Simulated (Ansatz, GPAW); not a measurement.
# Optical response of TiAg2P2 (model structure), part 2 of 3

Aim: the dielectric function of TiAg2P2 (model structure), and the optical constants that follow from it. The structure is a model built here, which may or may not match a known phase. It was built so: All Cu replaced by Ag and Zr replaced by Ti in the P-3m1 structure of ZrCu2P2. The cell is first relaxed with Ansatz.

GPAW 26.7.0; DFT, LDA, plane-wave PAW (GPAW data sets), scalar-relativistic, RPA, optical limit.

So far: Set-up; Relaxation.

### Step 3. Ground state

The self-consistent density comes first; it also tells whether there is a gap, which decides the occupations and the need for a Drude term.

This step: DFT, LDA, plane-wave PAW (GPAW data sets), scalar-relativistic, ground state (GPAW 26.7.0).

The input, gs.py:

```python
from ase import Atoms
from ase.dft.bandgap import bandgap
from gpaw import GPAW, PW, FermiDirac

atoms = Atoms(['Ag', 'Ag', 'Ti', 'P', 'P'],
              cell=[[3.79883028, 0.00000000, 0.00000000],
                    [-1.89941514, 3.28988353, 0.00000000],
                    [0.00000000, 0.00000000, 6.48284997]],
              scaled_positions=[[0.33333333, 0.66666667, 0.63169697],
                                [0.66666667, 0.33333333, 0.36830303],
                                [1.00000000, 1.00000000, 0.00000000],
                                [0.33333333, 0.66666667, 0.19990100],
                                [0.66666667, 0.33333333, 0.80009900]],
              pbc=[True, True, True])
atoms.calc = GPAW(mode=PW(500), xc='LDA', kpts={'size': (7, 7, 4), 'gamma': True},
                  occupations=FermiDirac(0.05), maxiter=150, txt='gs.txt')
print('energy (eV)', atoms.get_potential_energy())
print('Fermi level (eV)', atoms.calc.get_fermi_level())
print('valence electrons', atoms.calc.get_number_of_electrons())
print('gap (eV)', bandgap(atoms.calc, output=None)[0])
print('direct gap (eV)', bandgap(atoms.calc, direct=True, output=None)[0])
atoms.calc.write('gs.gpw')
```

Run with:

```bash
> OMP_NUM_THREADS=1 python gs.py
```

Numbers of over 12 decimals in the logs are rounded to 6 here.

The program printed:

```text
__  _  _
 | _ |_)|_||  |
 |__||  | ||/\| - 26.7.0

Versions:
  Python: 3.12.14
  ASE:    3.29.0
  Numpy:  2.5.5
  Scipy:  1.18.1
  Libxc:  7.0.0

Input parameters:
  mode=PW(ecut=500.0),
  kpts=MonkhorstPack(size=(7, 7, 4), gamma=True),
  maxiter=150,
  occupations=Occupations(name='fermi-dirac', width=0.05, fixmagmom=False),
  xc=XC(name='LDA')

Diagonalizing LCAO Hamiltonian
Converting LCAO to pw mode

            P
        Ag

            Ag
        P
             Ti

Atoms  # Å, Bohr magnetons
|   | symbol |         x |        y |        z |    initial magnetic moments |
| 0 |     Ag | -0.000000 | 2.193256 | 4.095197 | ( 0.0000,  0.0000,  0.0000) |
| 1 |     Ag |  1.899415 | 1.096628 | 2.387653 | ( 0.0000,  0.0000,  0.0000) |
| 2 |     Ti |  1.899415 | 3.289884 | 0.000000 | ( 0.0000,  0.0000,  0.0000) |
| 3 |      P | -0.000000 | 2.193256 | 1.295928 | ( 0.0000,  0.0000,  0.0000) |
| 4 |      P |  1.899415 | 1.096628 | 5.186922 | ( 0.0000,  0.0000,  0.0000) |

Unit cell  # Å
| periodic |         x |        y |        z |  lengths |     angles |
|      yes |  3.798830 | 0.000000 | 0.000000 | 3.798830 |  90.000000 |
|      yes | -1.899415 | 3.289884 | 0.000000 | 3.798830 |  90.000000 |
|      yes |  0.000000 | 0.000000 | 6.482850 | 6.482850 | 120.000000 |

Number of symmetries: 4
Symmetry operations  # r_c * U_cc + t_c -> r_c
|   | kind |            matrix            |
| 0 |  E   |  1, 0, 0,  0, 1, 0,  0, 0, 1 |
| 1 |  C2  |  1, 0, 0, -1,-1, 0,  0, 0,-1 |
| 2 |  σ   | -1, 0, 0,  1, 1, 0,  0, 0, 1 |
| 3 |  i   | -1, 0, 0,  0,-1, 0,  0, 0,-1 |

BZ-sampling:
  Number of BZ points: 196
  Number of IBZ points: 60

  Monkhorst-Pack size: [7, 7, 4]
  Monkhorst-Pack shift: [0.0, 0.0, 0.125]

K-points  # in reciprocal-cell coordinates
|     |                                coordinates |     weight |
|   0 | (  0.00000000,   0.00000000,   0.00000000) | 0.00510204 |
|   1 | (  0.00000000,   0.00000000,   0.25000000) | 0.01020408 |
|   2 | (  0.00000000,   0.00000000,   0.50000000) | 0.00510204 |
|   3 | (  0.00000000,   0.14285714,  -0.25000000) | 0.01020408 |
|   4 | (  0.00000000,   0.14285714,   0.00000000) | 0.01020408 |
|   5 | (  0.00000000,   0.14285714,   0.25000000) | 0.01020408 |
|   6 | (  0.00000000,   0.14285714,   0.50000000) | 0.01020408 |
|   7 | (  0.00000000,   0.28571429,  -0.25000000) | 0.01020408 |
|   8 | (  0.00000000,   0.28571429,   0.00000000) | 0.01020408 |
|   9 | (  0.00000000,   0.28571429,   0.25000000) | 0.01020408 |
| ... |                                            |            |
|  59 | (  0.42857143,   0.42857143,   0.50000000) | 0.02040816 |

Plane wave coefficients: 2072
Cutoff: 500.0 eV

Spin-components: 1 (collinear spins)
Bands:           38
Projectors:      28
Spin-degeneracy: 2
Datatype:        complex128

Parallelization:
  kpt:    1
  domain: 1
  band:   1

Density:
  Valence electrons: 56.0
  Components: 1
  Grid points: [20 20 35]
  Charge: 0.0  # |e|

Potential:
  Grid points: [20 20 35]

species:
  Ag:
    name:    Silver
    id:
    Z:       47.0
    valence: 17
    core:    30
    charge:  0.0  # [|e|]
    compensation charges:
      type: gauss
      rc: 0.40  # [Å]
      lmax: 2
    cutoffs:
      filter: 2.35  # [Å]
      core: 2.19  # [Å]
    projectors
    | kind |    occ | energy [eV] | rcut [Å] |
    |   5s |  1.000 |      -4.708 |    1.286 |
    |   4p |  6.000 |     -58.678 |    1.328 |
    |   5p |  0.000 |      -0.844 |    1.328 |
    |   4d | 10.000 |      -7.664 |    1.180 |
    |    s |        |      22.503 |    1.286 |
    |    d |        |      19.547 |    1.180 |

    Using partial waves for Ag as LCAO basis

  Ti:
    name:    Titanium
    id:
    Z:       22.0
    valence: 12
    core:    10
    charge:  0.0  # [|e|]
    compensation charges:
      type: gauss
      rc: 0.38  # [Å]
      lmax: 2
    cutoffs:
      filter: 2.23  # [Å]
      core: 1.02  # [Å]
    projectors
    | kind |    occ | energy [eV] | rcut [Å] |
    |   3s |  2.000 |     -62.257 |    1.270 |
    |   4s |  2.000 |      -4.593 |    1.270 |
    |   3p |  6.000 |     -38.791 |    1.058 |
    |   4p |  0.000 |      -1.536 |    1.058 |
    |   3d |  2.000 |      -4.463 |    1.058 |
    |    d |        |      22.748 |    1.058 |

    Using partial waves for Ti as LCAO basis

  P:
    name:    Phosphorus
    id:
    Z:       15.0
    valence: 5
    core:    10
    charge:  0.0  # [|e|]
    compensation charges:
      type: gauss
      rc: 0.30  # [Å]
      lmax: 2
    cutoffs:
      filter: 1.69  # [Å]
      core: 1.81  # [Å]
    projectors
    | kind |    occ | energy [eV] | rcut [Å] |
    |   3s |  2.000 |     -14.015 |    0.953 |
    |   3p |  3.000 |      -5.596 |    0.953 |
    |    s |        |      13.197 |    0.953 |
    |    p |        |      21.615 |    0.953 |
    |    d |        |       0.000 |    0.953 |

    Using partial waves for P as LCAO basis

Reference energy: -330648.225181  # eV

eigensolver:
  PPCG
  Converge bands: occupied
  niter=2

density mixing:
  MSR1-Mixer
  Pratt-step length: 0.05
  Maximum mixing coefficient: 0.75
  Old densities: 10
  SVD Regularization: 0.005
  Good broyden scale: 1.0
  Trust region scale: 1.0
  Backstep threshold: 4.0
  History deletion threshold: 6.0
  Fourier metric: weight=20.0, sigma=0.015

occupation numbers:
  Fermi-Dirac:
    width: 0.0500  # eV

poisson solver:
  ecut: 4000.0  # eV

xc functional:
  name: None

convergence criteria:
- Maximum [total energy] change in last 3 cyles: 0.0005 eV / valence electron
- Maximum integral of absolute [dens]ity change: 0.0001 electrons / valence electron
- Maximum integral of absolute [eigenst]ate change: 4e-08 eV^2 / valence electron
maximum number of iterations: 150

SCF iterations
|iter     |      energy | eigst |  dens |
|iter:   1||  -31.437064 | +0.23 |       |
|iter:   2||  -30.350147 | -1.59 | -1.17 |
|iter:   3||  -29.054370 | -1.16 | -1.24 |
|iter:   4||  -28.788040 | -2.18 | -1.50 |
|iter:   5||  -28.758980 | -3.54 | -1.77 |
|iter:   6||  -28.738922 | -3.47 | -1.95 |
|iter:   7||  -28.738718c| -4.61 | -2.70 |
|iter:   8||  -28.738704c| -5.36 | -3.31 |
|iter:   9||  -28.738707c| -6.71 | -4.17c|
|iter:  10||  -28.738707c| -7.69c| -4.52c|

Converged in 10 steps
SCF loop duration: 80.315 s (8.032 s/step)
Energy contributions relative to reference atoms: (reference = -330648.225181)

Energy contributions:
  Kinetic:          24.587159
  Coulomb:         -23.555352
  Zero:              0.127859
  External:          0.000000
  Xc:              -29.891735
  Entropy:          -0.013278
  Spinorbit:         0.000000
  ----------------------------
  Free energy:     -28.745346
  Extrapolated:    -28.738707

dipole moment: (18.194681, -10.504699, -20.699940)  # |e|*Ang

Fermi level: 8.871
Eigenvalues  # (at kpt = [0.000, 0.000, 0.000])
| band index |      eig [eV] | occ [0-2] |
|          0 |       -48.322 |     2.000 |
|        ... |               |           |
|         21 |         4.363 |     2.000 |
|         22 |         4.528 |     2.000 |
|         23 |         6.501 |     2.000 |
|         24 |         6.501 |     2.000 |
|         25 |         8.558 |     1.996 |
|         26 |         8.732 |     1.883 |
|         27 |         8.732 |     1.883 |
|         28 |         8.776 |     1.741 |
|         29 |         9.573 |     0.000 |
|         30 |         9.573 |     0.000 |
|         31 |        10.703 |     0.000 |
|         32 |        12.076 |     0.000 |
|         33 |        12.076 |     0.000 |
|         34 |        12.607 |     0.000 |
|         35 |        14.992 |     0.000 |
|         36 |        14.992 |     0.000 |
|         37 |        15.288 |     0.000 |

No gap
No difference between direct/indirect transitions

--- standard output ---
energy (eV) -28.738707
Fermi level (eV) 8.871046
valence electrons 56.0
gap (eV) 0.0
direct gap (eV) 0.0
```

Run time: 86 s. Hardware: 1 thread of Arm Neoverse V1, shared host; peak memory 0.25 GiB.

This step gave:

* energy: -28.74 eV
* Fermi energy: 8.871 eV
* electrons: 56

There are states at the Fermi level within the smearing, so the occupations stay smeared and the carriers get a Drude term.

### Step 4. Bands for the response

At the fixed density, many empty bands are solved on the mesh of the response, since the spectrum sums over them.

This step: DFT, LDA, plane-wave PAW (GPAW data sets), scalar-relativistic, bands at fixed density (GPAW 26.7.0).

The input, nscf.py:

```python
from ase.dft.bandgap import bandgap
from gpaw import GPAW, FermiDirac

calc = GPAW('gs.gpw').fixed_density(kpts={'size': (10, 10, 6), 'gamma': True}, nbands=62, convergence={'bands': 56},
                                    occupations=FermiDirac(0.05), txt='nscf.txt')
print('gap (eV)', bandgap(calc, output=None)[0])
print('direct gap (eV)', bandgap(calc, direct=True, output=None)[0])
print('top band over the Fermi level (eV)', min(calc.get_eigenvalues(kpt=k)[55] for k in range(len(calc.get_ibz_k_points()))) - calc.get_fermi_level())
calc.write('full.gpw', mode='all')
```

Run with:

```bash
> OMP_NUM_THREADS=1 python nscf.py
```

The program printed:

```text
Diagonalizing LCAO Hamiltonian
Converting LCAO to pw mode
convergence criteria:
- Maximum integral of absolute [eigenst]ate change: 4e-08 eV^2 / valence electron
maximum number of iterations: 150

SCF iterations
|iter     |      energy | eigst |  dens |
|iter:   1||             | +2.39 |       |
|iter:   2||             | +1.34 |       |
|iter:   3||             | -0.09 |       |
|iter:   4||             | -1.17 |       |
|iter:   5||             | -2.15 |       |
|iter:   6||             | -3.06 |       |
|iter:   7||             | -4.04 |       |
|iter:   8||             | -4.97 |       |
|iter:   9||             | -5.96 |       |
|iter:  10||             | -6.81 |       |
|iter:  11||             | -7.55c|       |
SCF steps: 11
  __  _  _
 | _ |_)|_||  |
 |__||  | ||/\| - 26.7.0

Versions:
  Python: 3.12.14
  ASE:    3.29.0
  Numpy:  2.5.5
  Scipy:  1.18.1
  Libxc:  7.0.0

Input parameters:
  mode=PW(ecut=500.0),
  convergence={'bands': 56},
  gpts=array([20, 20, 35]),
  kpts=MonkhorstPack(size=(10, 10, 6), gamma=True),
  maxiter=150,
  nbands=62,
  occupations=Occupations(name='fermi-dirac', width=0.05, fixmagmom=False),
  parallel={},
  xc=XC(name='LDA')

--- standard output ---
gap (eV) 0.0
direct gap (eV) 0.0
top band over the Fermi level (eV) 19.059353
```

It took 6.8 min on 1 thread; peak memory 0.64 GiB.

### Step 5. Dielectric function, RPA

Local fields let the induced charge screen the field inside the cell, which as a rule lowers ε, most along directions where the density is uneven.

This step: DFT, LDA, plane-wave PAW (GPAW data sets), scalar-relativistic, RPA, optical limit (GPAW 26.7.0).

The input, df.py:

```python
from gpaw.response.df import DielectricFunction

df = DielectricFunction('full.gpw', frequencies={'type': 'nonlinear', 'domega0': 0.03, 'omega2': 8},
                        ecut=50,
                        eta=0.2,
                        nbands=56,
                        rate=0.03,
                        txt='df.txt')
for direction in ['x', 'z']:
    df.get_dielectric_function(xc='RPA', direction=direction, filename=f'df_{direction}.csv')
```

Run with:

```bash
> OMP_NUM_THREADS=1 python df.py
```

The program printed:

```text
Using integrator: PointIntegrator
NonLinearFrequencyDescriptor(from 0.000 to 79.533 eV, 519 points)
Nonperiodic BCs:  [False False False]
Using integrator: PointIntegrator
NonLinearFrequencyDescriptor(from 0.000 to 79.533 eV, 519 points)
Nonperiodic BCs:  [False False False]
Using integrator: PointIntegrator

Calculating chi0 body with:
    Ground state adapter containing:
    Number of spins: 1
    Number of kpoints: 600
    Number of irreducible kpoints: 172
    Number of completely occupied states: 25
    Number of partially occupied states: 31

    Linear response parametrization:
    q_c: [0.0, 0.0, 0.0]
    Number of frequency points: 519
    Planewave cutoff: 50.0
    Number of bands: 56
    Number of planewaves: 67
    Broadening (eta): 0.2

Integrating chi0 body.

Symmetries of q_c:
    Direct symmetries (Uq -> q): 4
    Indirect symmetries (TUq -> q): 0
In total 4 allowed symmetries.

172 groups of equivalent kpoints. 71.333333% reduction.

Integral kind: spectral function

Calculating chi0 optical extensions with:
    Ground state adapter containing:
    Number of spins: 1
    Number of kpoints: 600
    Number of irreducible kpoints: 172
    Number of completely occupied states: 25
    Number of partially occupied states: 31

    Linear response parametrization:
    Number of frequency points: 519
    Planewave cutoff: 50.0
    Number of bands: 56
    Number of planewaves: 67
    Broadening (eta): 0.2
Integrating chi0 head and wings.

Symmetries of q_c:
    Direct symmetries (Uq -> q): 4
    Indirect symmetries (TUq -> q): 0
In total 4 allowed symmetries.

172 groups of equivalent kpoints. 71.333333% reduction.

Integral kind: spectral function wings

Calculating drude chi0 with:
    Number of frequency points:519
    Plasma frequency decay rate: 0.03 eV

    Ground state adapter containing:
    Number of spins: 1
    Number of kpoints: 600
    Number of irreducible kpoints: 172
    Number of completely occupied states: 25
    Number of partially occupied states: 31

Symmetries of q_c:
    Direct symmetries (Uq -> q): 4
    Indirect symmetries (TUq -> q): 0
In total 4 allowed symmetries.

172 groups of equivalent kpoints. 71.333333% reduction.

Integral kind: intraband
Plasma frequency:
[[1.23-0.j 0.  +0.j 0.  +0.j]
 [0.  +0.j 1.23+0.j 0.01+0.j]
 [0.  +0.j 0.01+0.j 1.71+0.j]]
```

The job ended after 1.8 min (1 thread; peak memory 0.44 GiB).

The Im ε has structure finer than the step of the table below, so its rows give means over 0.5 eV, whole bins alone (the curve runs from 0.305 to 19.0 eV). Peaks (eV: height): E ∥ x 0.85: 35.0; E ∥ z 0.49: 34.2, 3.38: 17.7.

Sum at mesh points, not converged in k. Im ε against photon energy; means over each step:

| photon energy (eV) | E ∥ x | E ∥ z |
| --- | --- | --- |
| 1.0 | 31.4 | 19.9 |
| 1.5 | 25.2 | 15.3 |
| 2.0 | 22.6 | 13.3 |
| 2.5 | 19.4 | 11.9 |
| 3.0 | 15.5 | 15.2 |
| 3.5 | 9.77 | 17.2 |
| 4.0 | 7.24 | 13.4 |
| 4.5 | 6.36 | 10.3 |
| 5.0 | 6.22 | 8.49 |
| 5.5 | 6.15 | 7.61 |
| 6.0 | 5.80 | 5.68 |
| 6.5 | 6.10 | 4.78 |
| 7.0 | 6.06 | 4.32 |
| 7.5 | 5.77 | 4.11 |
| 8.0 | 5.20 | 3.78 |
| 8.5 | 4.26 | 3.30 |
| 9.0 | 3.26 | 2.82 |
| 9.5 | 2.78 | 2.60 |
| 10.0 | 2.47 | 2.31 |
| 10.5 | 2.18 | 2.17 |
| 11.0 | 1.96 | 1.93 |
| 11.5 | 1.73 | 1.80 |
| 12.0 | 1.61 | 1.79 |
| 12.5 | 1.51 | 1.73 |
| 13.0 | 1.39 | 1.56 |
| 13.5 | 1.31 | 1.40 |
| 14.0 | 1.17 | 1.19 |
| 14.5 | 1.04 | 1.03 |
| 15.0 | 0.948 | 0.971 |
| 15.5 | 0.901 | 0.972 |
| 16.0 | 0.798 | 0.856 |
| 16.5 | 0.741 | 0.796 |
| 17.0 | 0.705 | 0.752 |
| 17.5 | 0.615 | 0.680 |
| 18.0 | 0.572 | 0.640 |
| 18.5 | 0.545 | 0.594 |

(Continued in part 3 of 3.)

[Machine, clock and banner lines and Python warnings are left out of the logs.]

[Logs are printed without paths, hosts, clocks, repeated set-up lines and the standing remarks that a program may print on its own settings, such as how far it seeks lower states.]

[Hosts, paths, dates, database ids (printed as entryN), source tags and the programs' standing remarks are cut or masked in the printed files.]
